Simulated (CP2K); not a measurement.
Consider oxetane at its PBE geometry (Å).

```xyz
10

C    -0.0863    0.6317   -0.4794
C     1.0749   -0.1964    0.1062
O     0.1511   -1.0505    0.8564
C    -1.0015   -0.3341    0.2987
H    -0.1258    1.6741   -0.1450
H    -0.1865    0.6016   -1.5697
H     1.6598   -0.7803   -0.6217
H     1.7624    0.3400    0.7782
H    -1.6199    0.1136    1.0920
H    -1.6281   -0.9997   -0.3158
```

Method: CP2K XAS_TDP, all-electron GAPW, PBEh(45%), aug-cc-pVDZ, TDA, no relativity.

Where do the C K-edge lines lie, and how strong are they?

Leading lines: C1 283.91 eV and C2 284.56 eV. The leading line of an atom is its first one with 35 % of the strongest within 2.5 eV of its lowest line over the strength cut. 

The first six lines of each atom with a strength over 0.0015:

```
                                atom  energy (eV)  states  strength, one atom
          C1 (bonded to 2 C and 2 H)       283.91       1              0.0080
                                           284.33       1              0.0197
                                           284.53       1              0.0097
                                           284.57       1              0.0032
                                           285.52       1              0.0044
                                           286.07       1              0.0130
C2 (bonded to C, O and 2 H), 2 alike       284.56       1              0.0399
                                           285.18       1              0.0070
                                           285.65       1              0.0202
                                           286.00       1              0.0019
                                           286.73       1              0.0050
                                           287.04       1              0.0056
```

Lines are vertical, at one geometry, with no vibrational structure. Without a correction of the core level, line positions, and the gaps between valence and Rydberg lines, follow the share of exact exchange. At this level such K lines come out 3 to 6 eV under measured ones. These values hold no scalar relativity, about 0.1 eV for C 1s. Rydberg lines, and the discretised continuum above threshold, depend on the basis and the box.

[Banner, clock and machine lines of the logs are left out without a mark of their own.]

[Logs are printed without paths, hosts, clocks, repeated set-up lines and the standing remarks that a program may print on its own settings, such as how far it seeks lower states.]

[Hosts, paths, dates, database ids (printed as entryN), source tags and the programs' standing remarks are cut or masked in the printed files.]
